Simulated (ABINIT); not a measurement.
# CO2 (I-42d): zone-centre phonons, part 2 of 3

Aim: the zone-centre modes of CO2 (I-42d).

ABINIT 10.8.3; DFT LDA, scalar-relativistic, plane waves, PseudoDojo norm-conserving pseudopotentials.

So far. Step 3 (Relaxing the cell and atoms): The volume changes by -6.0 % in this run and stands -6.0 % from the first cell. Step 4 (Self-consistent run for the response): The cell stands at -1.4 GPa: the relaxation ran with a smoothed and higher cutoff and on another k mesh. The relaxed cell has a = 3.871, c = 5.897 Å (conventional setting).

## 6. Zone-centre response

The derivative of the wavefunctions by k comes first, since the response to a field is built on it; then the field and the displacements that symmetry doesn't supply are solved at q = 0.

It reads the wavefunctions written in step 4.

Contents of dfpt_gamma.abi:

```
ndtset 2

# common to the responses
getwfk_filepath "gso_WFK"
kptopt 2
nqpt 1
qpt 0.0 0.0 0.0
asr 0
chneut 0

# d/dk
rfelfd1 2
rfdir1 1 1 1
iscf1 -3
tolwfr1 1.0d-20

# displacements, field
rfphon2 1
rfatpol2 1 6
rfdir2 1 1 1
rfelfd2 3
getddk2 1
tolvrs2 1.0d-10
prtwf2 0

# basis, mesh and filling
ecut 37.0
ngkpt 8 8 8
nshiftk 1
shiftk 0.5 0.5 0.5
istwfk *1
occopt 1
nband 16
nstep 100
diemac 9.0
prtebands 0
prtgsr 0
useylm 1

# cell and atoms
acell 7.602135038 7.602135038 7.602135038
rprim 
    -0.481086565 0.481086565 0.7328788672
    0.481086565 -0.481086565 0.7328788672
    0.481086565 0.481086565 -0.7328788672
ntypat 2
znucl 6 8
natom 6
typat 1 1 2 2 2 2
xred 
    0.75 0.25 0.5
    0.0 0.0 0.0
    0.7057193169 0.125 0.0807193169
    0.0442806831 0.625 0.9192806831
    0.375 0.2942806831 0.4192806831
    0.875 0.9557193169 0.5807193169
pp_dirpath "./pseudo"
pseudos "C.upf, O.upf"
```

On the command line:

```console
OMP_NUM_THREADS=1 mpirun -n 16 abinit dfpt_gamma.abi > dfpt_gamma.log
```

Numbers of over 12 decimals in the logs are rounded to 6 here.

dfpt_gamma.abo, the main output file:

```text
[banners, grids, parts of the stress and lines that vanish by symmetry left out]
- input  file    -> dfpt_gamma.abi
- output file    -> dfpt_gamma.abo
- root for input  files -> dfpt_gammai
[...]
DATASET    1 : space group I-4 2 d (#122); Bravais tI (body-center tetrag.)
[...]
nfft =       91125          nkpt =         256
[...]
DATASET    2 : space group I-4 2 d (#122); Bravais tI (body-center tetrag.)
[...]
nfft =       91125          nkpt =         256
[...]
== DATASET  1 ==================================================================
[...]
cutoff_energies: {ecut:  37.0, pawecutdg:  -1.0, }
[...]
-  8.00000   6.00000  201201                  znucl, zion, pspdat
[...]
Perturbation : derivative vs k along direction   1
[...]
-ETOT  1  -34.347822326385     -3.435E+01 1.801E-01 0.000E+00
 ETOT  2  -34.524230501510     -1.764E-01 2.377E-03 0.000E+00
 ETOT  3  -34.526387219141     -2.157E-03 3.199E-05 0.000E+00
 ETOT  4  -34.526422574124     -3.535E-05 7.961E-07 0.000E+00
 ETOT  5  -34.526423244966     -6.708E-07 1.652E-08 0.000E+00
[...]
At SCF step   14   max residual=  9.97E-21 < tolwfr=  1.00E-20 =>converged.
[...]
Perturbation : derivative vs k along direction   2
[...]
-ETOT  1  -34.347819265305     -3.435E+01 1.801E-01 0.000E+00
[...]
At SCF step   14   max residual=  9.97E-21 < tolwfr=  1.00E-20 =>converged.
[...]
Perturbation : derivative vs k along direction   3
[...]
-ETOT  1  -47.973311871679     -4.797E+01 1.842E-01 0.000E+00
[...]
At SCF step   14   max residual=  9.99E-21 < tolwfr=  1.00E-20 =>converged.
[...]
1        1       0.6779462003   -0.0000000000
     1        2      -0.1164140231    0.0000000000
     1        3      -0.4277141535    0.0000000000
     2        1      -0.1164140231    0.0000000000
     2        2       0.6779462003   -0.0000000000
     2        3      -0.4277141535    0.0000000000
     3        1      -0.4277141535    0.0000000000
     3        2      -0.4277141535    0.0000000000
     3        3       1.5733058991   -0.0000000000
[...]
== DATASET  2 ==================================================================
[...]
cutoff_energies: {ecut:  37.0, pawecutdg:  -1.0, }
[...]
Perturbation : displacement of atom   1   along direction   1
[...]
-ETOT  1   24.597043454812     -8.682E+02 1.192E+00 4.754E+03
[...]
At SCF step   15       vres2   =  3.47E-12 < tolvrs=  1.00E-10 =>converged.
[...]
Perturbation : displacement of atom   3   along direction   1
[...]
-ETOT  1   33.527500824270     -3.351E+03 1.687E+00 1.714E+04
[...]
At SCF step   15       vres2   =  2.21E-11 < tolvrs=  1.00E-10 =>converged.
[...]
Perturbation : displacement of atom   3   along direction   2
[...]
-ETOT  1   14.577574530019     -3.731E+03 2.158E+00 6.678E+03
[...]
At SCF step   14       vres2   =  8.64E-11 < tolvrs=  1.00E-10 =>converged.
[...]
Perturbation : homogeneous electric field along direction   1
[...]
-ETOT  1  -49.567020638325     -4.957E+01 7.104E-01 2.153E+04
[...]
ETOT 11  -54.917174538624     -6.075E-11 9.579E-14 2.951E-09
 ETOT 12  -54.917174538624     -6.608E-13 3.354E-15 8.979E-11
 At SCF step   12       vres2   =  8.98E-11 < tolvrs=  1.00E-10 =>converged.
[...]
Dielectric tensor, in cartesian coordinates,
[...]
1    8   1    8         3.2036328352        -0.0000000000
   1    8   2    8        -0.0000000000        -0.0000000000
   1    8   3    8         0.0000000000        -0.0000000000
   2    8   1    8        -0.0000000000        -0.0000000000
   2    8   2    8         3.2036328352        -0.0000000000
   2    8   3    8        -0.0000000000        -0.0000000000
   3    8   1    8        -0.0000000000        -0.0000000000
   3    8   2    8         0.0000000000        -0.0000000000
   3    8   3    8         3.1673342042        -0.0000000000
  Effective charges, in cartesian coordinates,
[...]
1    1   1    8         2.9160196986         0.0000000000
   2    1   1    8         0.7043970888         0.0000000000
   3    1   1    8        -0.0000000000         0.0000000000
   1    2   1    8         2.9160196986         0.0000000000
   2    2   1    8        -0.7043970888         0.0000000000
[...]
Effective charges, in cartesian coordinates,
[...]
2    8   1    6         0.0000000000         0.0000000000
   3    8   1    6         0.0000000000         0.0000000000
   1    8   2    6         0.0000000000         0.0000000000
   2    8   2    6        -1.9759538814         0.0000000000
   3    8   2    6         0.7202363592         0.0000000000
   1    8   3    6         0.0000000000         0.0000000000
   2    8   3    6         0.8429157802         0.0000000000
   3    8   3    6        -1.4209901369         0.0000000000
  Phonon wavevector (reduced coordinates) :  0.00000  0.00000  0.00000
 Phonon energies in Hartree :
[...]
Phonon frequencies in cm-1    :
-  1.208713E+00  1.213523E+00  1.213523E+00  3.540471E+02  3.540471E+02
-  5.458523E+02  6.580034E+02  7.037947E+02  7.950318E+02  8.630433E+02
-  8.630433E+02  9.193978E+02  9.193978E+02  9.364504E+02  1.076942E+03
-  1.076942E+03  1.108164E+03  1.112977E+03
  Phonon at Gamma, with non-analyticity in the
[...]
Phonon energies in Hartree :
[...]
Phonon frequencies in cm-1    :
-  1.208713E+00  1.213523E+00  1.215253E+00  3.540471E+02  3.568220E+02
-  5.458523E+02  6.580034E+02  7.037947E+02  7.950318E+02  8.630433E+02
-  8.728417E+02  9.193978E+02  9.364504E+02  1.048446E+03  1.076942E+03
-  1.108164E+03  1.112977E+03  1.283357E+03
  Phonon at Gamma, with non-analyticity in the
[...]
Phonon energies in Hartree :
[...]
Phonon frequencies in cm-1    :
-  1.208713E+00  1.213523E+00  1.215252E+00  3.540471E+02  3.568220E+02
-  5.458523E+02  6.580034E+02  7.037947E+02  7.950318E+02  8.630433E+02
-  8.728417E+02  9.193978E+02  9.364504E+02  1.048446E+03  1.076942E+03
-  1.108164E+03  1.112977E+03  1.283357E+03
  Phonon at Gamma, with non-analyticity in the
[...]
Phonon energies in Hartree :
[...]
Phonon frequencies in cm-1    :
-  1.209748E+00  1.213523E+00  1.213523E+00  3.540471E+02  3.540471E+02
-  5.458523E+02  6.580034E+02  7.554296E+02  7.950318E+02  8.630433E+02
-  8.630433E+02  9.193978E+02  9.193978E+02  1.076942E+03  1.076942E+03
-  1.108164E+03  1.112977E+03  1.223756E+03
[...]
fcart2     0.0000000000E+00  0.0000000000E+00  0.0000000000E+00
           strten2     0.0000000000E+00  0.0000000000E+00  0.0000000000E+00
================================================================================
```

The job ended after 5.4 min (16 MPI ranks of Arm Neoverse V2, shared host).

Read from the output:

```yaml
miss_of_the_charge_sum_rule: 0.001434 e
largest_acoustic_frequency_at_the_zone_centre_before_the_sum_rule: 1.21 cm⁻¹
highest_optical_zone_centre_mode_no_lo_to_term: 1113 cm⁻¹
lowest_optical_zone_centre_mode: 354.1 cm⁻¹
mean_high_frequency_dielectric_constant: 3.192
largest_born_charge_in_size_third_of_the_trace: 2.891 e
```

Born charge (rows field, columns displacement), before the sum rule (e), principal values of the symmetric part by kind of site:

| atom | atoms with these values | low | middle | high | mean |
| --- | --- | --- | --- | --- | --- |
| C1 | 2 | 2.84 | 2.92 | 2.92 | 2.89 |
| O3 | 4 | -2.53 | -0.94 | -0.87 | -1.45 |

In full for C1:

```
 2.92  0.70  0.00
-0.70  2.92  0.00
 0.00  0.00  2.84
```

High-frequency dielectric tensor:

```
3.20 0.00 0.00
0.00 3.20 0.00
0.00 0.00 3.17
```

The acoustic modes at Γ come out as far as 1.2 cm⁻¹ from zero, where they should vanish, a small numerical error; the Born charges miss their sum rule by 0.0014 e, which is good.

## 7. Modes with the sum rule

anaddb reads the merged derivatives, imposes the acoustic sum rule and charge neutrality, and adds the LO-TO term along chosen directions.

Contents of anaddb.abi:

```
ddb_filepath "gamma_DDB"
output_file "anaddb.abo"
outdata_prefix "anaddb"
asr 1
chneut 1
enunit 2
eivec 1
nph1l 1
qph1l 0.0 0.0 0.0 1.0
dieflag 1
nph2l 3
qph2l 
    1.0 0.0 0.0 0.0
    0.0 0.0 1.0 0.0
    1.0 1.0 1.0 0.0
```

Contents of mrgddb.in:

```
gamma_DDB
merged
2
dfpt_gammao_DS2_DDB
gso_DDB
```

On the command line:

```console
mrgddb < mrgddb.in > mrgddb.log
OMP_NUM_THREADS=1 anaddb anaddb.abi > anaddb.log
```

anaddb.abo, the main output file:

```text
[banners, grids, parts of the stress and lines that vanish by symmetry left out]
-outvars_anaddb: echo values of input variables ----------------------

 Flags :
[...]
Dielectric Tensor and Effective Charges
[...]
Effective charge tensors after
[...]
Phonon wavevector (reduced coordinates) :  0.00000  0.00000  0.00000
 Phonon energies in Hartree :
[...]
Phonon energies in meV     :
-  0.000000E+00  0.000000E+00  0.000000E+00  4.389606E+01  4.389606E+01
-  6.767699E+01  8.158179E+01  8.725938E+01  9.857118E+01  1.070036E+02
-  1.070036E+02  1.139907E+02  1.139907E+02  1.161050E+02  1.335237E+02
-  1.335237E+02  1.373947E+02  1.379915E+02
 Phonon frequencies in cm-1    :
-  0.000000E+00  0.000000E+00  0.000000E+00  3.540456E+02  3.540456E+02
-  5.458517E+02  6.580015E+02  7.037944E+02  7.950302E+02  8.630425E+02
-  8.630425E+02  9.193969E+02  9.193969E+02  9.364496E+02  1.076941E+03
-  1.076941E+03  1.108163E+03  1.112977E+03
 Phonon frequencies in Thz     :
-  0.000000E+00  0.000000E+00  0.000000E+00  1.061402E+01  1.061402E+01
-  1.636422E+01  1.972639E+01  2.109922E+01  2.383440E+01  2.587336E+01
-  2.587336E+01  2.756283E+01  2.756283E+01  2.807405E+01  3.228589E+01
-  3.228589E+01  3.322190E+01  3.336620E+01
 Phonon energies in Kelvin  :
-  0.000000E+00  0.000000E+00  0.000000E+00  5.093926E+02  5.093926E+02
-  7.853589E+02  9.467173E+02  1.012603E+03  1.143871E+03  1.241726E+03
-  1.241726E+03  1.322807E+03  1.322807E+03  1.347342E+03  1.549478E+03
-  1.549478E+03  1.594400E+03  1.601325E+03
[...]
-  1  0.00000000E+00  0.00000000E+00 -2.49649243E-03
-     0.00000000E+00  0.00000000E+00  0.00000000E+00
-  2  0.00000000E+00  0.00000000E+00 -2.49649243E-03
-     0.00000000E+00  0.00000000E+00  0.00000000E+00
-  3  0.00000000E+00  0.00000000E+00 -2.49649243E-03
-     0.00000000E+00  0.00000000E+00  0.00000000E+00
-  4  0.00000000E+00  0.00000000E+00 -2.49649243E-03
-     0.00000000E+00  0.00000000E+00  0.00000000E+00
-  5  0.00000000E+00  0.00000000E+00 -2.49649243E-03
-     0.00000000E+00  0.00000000E+00  0.00000000E+00
-  6  0.00000000E+00  0.00000000E+00 -2.49649243E-03
-     0.00000000E+00  0.00000000E+00  0.00000000E+00
[...]
-  1  4.18513361E-07  2.49649236E-03  0.00000000E+00
-     0.00000000E+00  0.00000000E+00  0.00000000E+00
-  2  4.18559812E-07  2.49649236E-03  0.00000000E+00
-     0.00000000E+00  0.00000000E+00  0.00000000E+00
-  3  4.18536590E-07  2.49649245E-03  0.00000000E+00
-     0.00000000E+00  0.00000000E+00  0.00000000E+00
-  4  4.18536589E-07  2.49649245E-03  0.00000000E+00
-     0.00000000E+00  0.00000000E+00  0.00000000E+00
-  5  4.18536601E-07  2.49649237E-03  0.00000000E+00
[...]
-  6  4.18536601E-07  2.49649237E-03  0.00000000E+00
[...]
-  1  2.49649236E-03 -4.18512903E-07  0.00000000E+00
[...]
-  2  2.49649236E-03 -4.18559353E-07  0.00000000E+00
[...]
-     1         -0.000000     0.000000     0.000000     0.000000
-     2         -0.000000    -0.000000     0.000000     0.000000
[...]
-   1     Real    0.0000E+00  0.0000E+00  0.0000E+00  0.0000E+00  0.0000E+00  0.0000E+00  0.0000E+00
[...]
-   2     Real    0.0000E+00  0.0000E+00  0.0000E+00  0.0000E+00  0.0000E+00  0.0000E+00  0.0000E+00
[...]
-   3     Real    0.0000E+00  0.0000E+00  0.0000E+00  0.0000E+00  0.0000E+00  0.0000E+00  0.0000E+00
[...]
-   4     Real    0.0000E+00  6.3626E-06  0.0000E+00 -1.8542E-11  0.0000E+00  0.0000E+00  6.3626E-06
[...]
-   5     Real    6.3626E-06  0.0000E+00  0.0000E+00  1.8542E-11  0.0000E+00  0.0000E+00  6.3626E-06
[...]
-  10     Real    9.4818E-13  2.0517E-04  0.0000E+00  1.3948E-08  0.0000E+00  0.0000E+00  2.0517E-04
[...]
-  11     Real    2.0517E-04  9.4818E-13  0.0000E+00 -1.3948E-08  0.0000E+00  0.0000E+00  2.0517E-04
[...]
-  12     Real    7.9442E-12  8.4603E-04  0.0000E+00 -8.1982E-08  0.0000E+00  0.0000E+00  8.4603E-04
[...]
-  13     Real    8.4603E-04  7.9442E-12  0.0000E+00  8.1982E-08  0.0000E+00  0.0000E+00  8.4603E-04
[...]
-  15     Real    1.4168E-04  3.6119E-11  0.0000E+00  7.1536E-08  0.0000E+00  0.0000E+00  1.4168E-04
[...]
-  16     Real    3.6119E-11  1.4168E-04  0.0000E+00 -7.1536E-08  0.0000E+00  0.0000E+00  1.4168E-04
[...]
Phonon at Gamma, with non-analyticity in the
[...]
Phonon energies in Hartree :
[...]
Phonon energies in meV     :
[...]
Phonon frequencies in cm-1    :
[...]
Phonon frequencies in Thz     :
[...]
Phonon energies in Kelvin  :
[...]
-  7.853589E+02  9.467173E+02  1.012603E+03  1.143871E+03  1.241726E+03
-  1.255823E+03  1.322807E+03  1.347342E+03  1.508480E+03  1.549478E+03
[...]
-  3  0.00000000E+00  2.49649245E-03 -3.65176723E-07
-     0.00000000E+00  0.00000000E+00  0.00000000E+00
-  4  0.00000000E+00  2.49649245E-03 -3.65176715E-07
-     0.00000000E+00  0.00000000E+00  0.00000000E+00
-  5  0.00000000E+00  2.49649238E-03 -3.65099169E-07
-     0.00000000E+00  0.00000000E+00  0.00000000E+00
-  6  0.00000000E+00  2.49649238E-03 -3.65254269E-07
-     0.00000000E+00  0.00000000E+00  0.00000000E+00
[...]
-  1  2.49649240E-03  0.00000000E+00  0.00000000E+00
-     0.00000000E+00  0.00000000E+00  0.00000000E+00
-  2  2.49649240E-03  0.00000000E+00  0.00000000E+00
-     0.00000000E+00  0.00000000E+00  0.00000000E+00
[...]
Phonon at Gamma, with non-analyticity in the
[...]
Phonon energies in Hartree :
[...]
Phonon energies in meV     :
-  0.000000E+00  0.000000E+00  0.000000E+00  4.389606E+01  4.389606E+01
-  6.767699E+01  8.158179E+01  9.366138E+01  9.857118E+01  1.070036E+02
-  1.070036E+02  1.139907E+02  1.139907E+02  1.335237E+02  1.335237E+02
[...]
Phonon frequencies in cm-1    :
-  0.000000E+00  0.000000E+00  0.000000E+00  3.540456E+02  3.540456E+02
[...]
Phonon frequencies in Thz     :
[...]
Phonon energies in Kelvin  :
[...]
Phonon at Gamma, with non-analyticity in the
[...]
Phonon energies in Hartree :
[...]
Phonon energies in meV     :
[...]
Phonon frequencies in cm-1    :
[...]
Phonon frequencies in Thz     :
[...]
Phonon energies in Kelvin  :
[...]
-  7.853589E+02  9.467173E+02  1.034526E+03  1.143871E+03  1.241726E+03
-  1.252979E+03  1.322807E+03  1.339570E+03  1.519690E+03  1.549478E+03
[...]
-  5  2.49649246E-03  3.13828593E-07  0.00000000E+00
-     0.00000000E+00  0.00000000E+00  0.00000000E+00
-  6  2.49649246E-03  3.13828396E-07  0.00000000E+00
-     0.00000000E+00  0.00000000E+00  0.00000000E+00
[...]
Direction                     Dielectric constant
[...]
0.00000   0.00000   1.00000      6.23182737
   1.00000   1.00000   1.00000      6.17497634
-
```

Elapsed: 0.52 s, on 1 thread.

Read from the output:

| Item | Value |
| --- | --- |
| mean static dielectric constant | 6.175 |
| highest mode moved by the LO-TO term | 1283 cm⁻¹ |

No LO-TO term; unit eigenvectors of the mass-weighted matrix, from anaddb's displacements. The modes at Γ (shares of kinetic energy by element, %):

| mode | frequency (cm⁻¹) | C % | O % |
| --- | --- | --- | --- |
| 1 | 0.0 | 27 | 73 |
| 2 | 0.0 | 27 | 73 |
| 3 | 0.0 | 27 | 73 |
| 4 | 354.0 | 2 | 98 |
| 5 | 354.0 | 2 | 98 |
| 6 | 545.9 | 0 | 100 |
| 7 | 658.0 | 0 | 100 |
| 8 | 703.8 | 39 | 61 |
| 9 | 795.0 | 0 | 100 |
| 10 | 863.0 | 53 | 47 |
| 11 | 863.0 | 53 | 47 |
| 12 | 919.4 | 35 | 65 |
| 13 | 919.4 | 35 | 65 |
| 14 | 936.4 | 34 | 66 |
| 15 | 1076.9 | 83 | 17 |
| 16 | 1076.9 | 83 | 17 |
| 17 | 1108.2 | 0 | 100 |
| 18 | 1113.0 | 100 | 0 |

Displacements in mode 5 (354.0 cm⁻¹), the largest set to 1:
```
C1   0.18 -0.06  0.00
C2   0.18  0.06  0.00
O3  -0.62  0.00 -1.00
O4  -0.62  0.00  1.00
O5   0.49  0.00  0.00
O6   0.49  0.00  0.00
```

Displacements in mode 9 (795.0 cm⁻¹), the largest set to 1:
```
C1   0.00  0.00  0.10
C2   0.00  0.00 -0.10
O3   0.00 -1.00  0.00
O4   0.00  1.00  0.00
O5  -1.00  0.00  0.00
O6   1.00  0.00  0.00
```

Static dielectric tensor (ions relaxed, fixed cell):

```
6.15 0.00 0.00
0.00 6.15 0.00
0.00 0.00 6.23
```

The rule moves no optical mode by more than 0.1 cm⁻¹.

(Part 2 of 3 ends here.)

[Host names and launcher messages were left out of these logs when they were recorded.]

[Logs are printed without paths, hosts, clocks, repeated set-up lines and the standing remarks that a program may print on its own settings, such as how far it seeks lower states.]

[Hosts, paths, dates, database ids (printed as entryN), source tags and the programs' standing remarks are cut or masked in the printed files.]
